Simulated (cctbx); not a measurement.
**What is wrong with this refinement?**

Cell a = 10.0820 Å, b = 10.0820 Å, c = 6.3810 Å, α = 90.00°, β = 90.00°, γ = 120.00°; space group P6_3mc (no. 186).

The data are simulated with cctbx, not measured: Mo Kα, λ = 0.71073 Å, to d = 0.7 Å, 80 % of the full sphere, strongest reflection 40000 counts, noise from counting, a 2 % proportional error and a noise floor of 2 counts (s.d.); no absorption.

An anisotropic refinement with weights 1/σ² prints:

```text
Rint 0.021, 657 unique reflections to 0.70 A
cycle     R1     wR2    GooF  max shift (A)
   1  0.2894  0.6306  48.994   0.04195
   3  0.2780  0.5787  44.957   0.00005
final R1 0.2780 wR2 0.5787 GooF 44.957  parameters 15  data/parameter 43.8
atom        x        y        z      Ueq    occ   su(xyz)  su(Uiso or U11)
W1     0.81160  0.18840  0.68708  -0.0062  1.000  0.00073  0.0015  NPD
Y1     0.12375  0.87625  0.75380   0.0018  1.000  0.00220  0.0040  NPD
Y2     0.33333  0.66667  0.96096  -0.0068  1.000  0.00224  0.0044  NPD
difference map: max 115.19 min -23.93 rms 7.99
Q1    0.0726  0.5363  0.4301    6  118.43  2.87 A from W1
Q2    0.1894  0.3789  0.1884    6  114.52  0.02 A from W1
Q3    0.1238  0.2475  0.7493    6   75.23  0.03 A from Y1
Q4    0.3333  0.6667  0.9517    2   75.15  0.06 A from Y2
Q5    0.0722  0.5361  0.9499    6   75.08  2.28 A from Y2
Q6    0.3333  0.6667  0.7586    2   29.78  1.29 A from Y2
```

**Question.** Can this result stand? If not, what is the likely fault?

Mend it. The fault: an atom left out, Y at (0.5383, 0.4617, 0.9345). Against the right model at the same level, R1 goes from 0.0052 to 0.2780 and GooF from 0.95 to 44.96, U of W1 shrinks from 0.0031 to -0.0062 Å², the top difference peak, 118.4 e/Å³, lies 2.87 Å from W1 and W1, Y1 and Y2 go non-positive-definite. Q1 is the missing atom. With scattering power missing, scale and phases suffer, so peaks may also grow on the heavy atoms.

The compound is Y7W3. The right model at the same level gives:

```text
Rint 0.021, 657 unique reflections to 0.70 A
cycle     R1     wR2    GooF  max shift (A)
   1  0.0052  0.0123   0.963   0.00012
   2  0.0052  0.0122   0.949   0.00000
final R1 0.0052 wR2 0.0122 GooF 0.949  parameters 21  data/parameter 31.3
atom        x        y        z      Ueq    occ   su(xyz)  su(Uiso or U11)
W1     0.81130  0.18870  0.68940   0.0031  1.000  0.00001  0.0000
Y1     0.53828  0.46172  0.92635   0.0049  1.000  0.00003  0.0001
Y2     0.12399  0.87601  0.74709   0.0041  1.000  0.00003  0.0001
Y3     0.33333  0.66667  0.95929   0.0048  1.000  0.00005  0.0001
Flack x: -0.003(8)
Hooft y: -0.009(9)  Bijvoet pairs: 300
difference map: max 0.38 min -0.33 rms 0.07
Q1    0.3333  0.6667  0.2736    2    0.38  2.01 A from Y3
Q2    0.0000  0.0000  0.4500    2    0.29  2.52 A from Y2
Q3    0.1808  0.5904  0.5926    6    0.26  1.40 A from Y1
Q4    0.3333  0.6667  0.1287    2    0.25  1.08 A from Y3
Q5    0.0147  0.5073  0.6985    6    0.25  1.66 A from Y1
Q6    0.0136  0.4699  0.4425   12    0.25  0.67 A from Y1
```

This is a model crystal, built by substitution and not relaxed, with assumed displacement parameters.

[Middle refinement cycles are left out of these outputs.]

[Logs are printed without paths, hosts, clocks, repeated set-up lines and the standing remarks that a program may print on its own settings, such as how far it seeks lower states.]
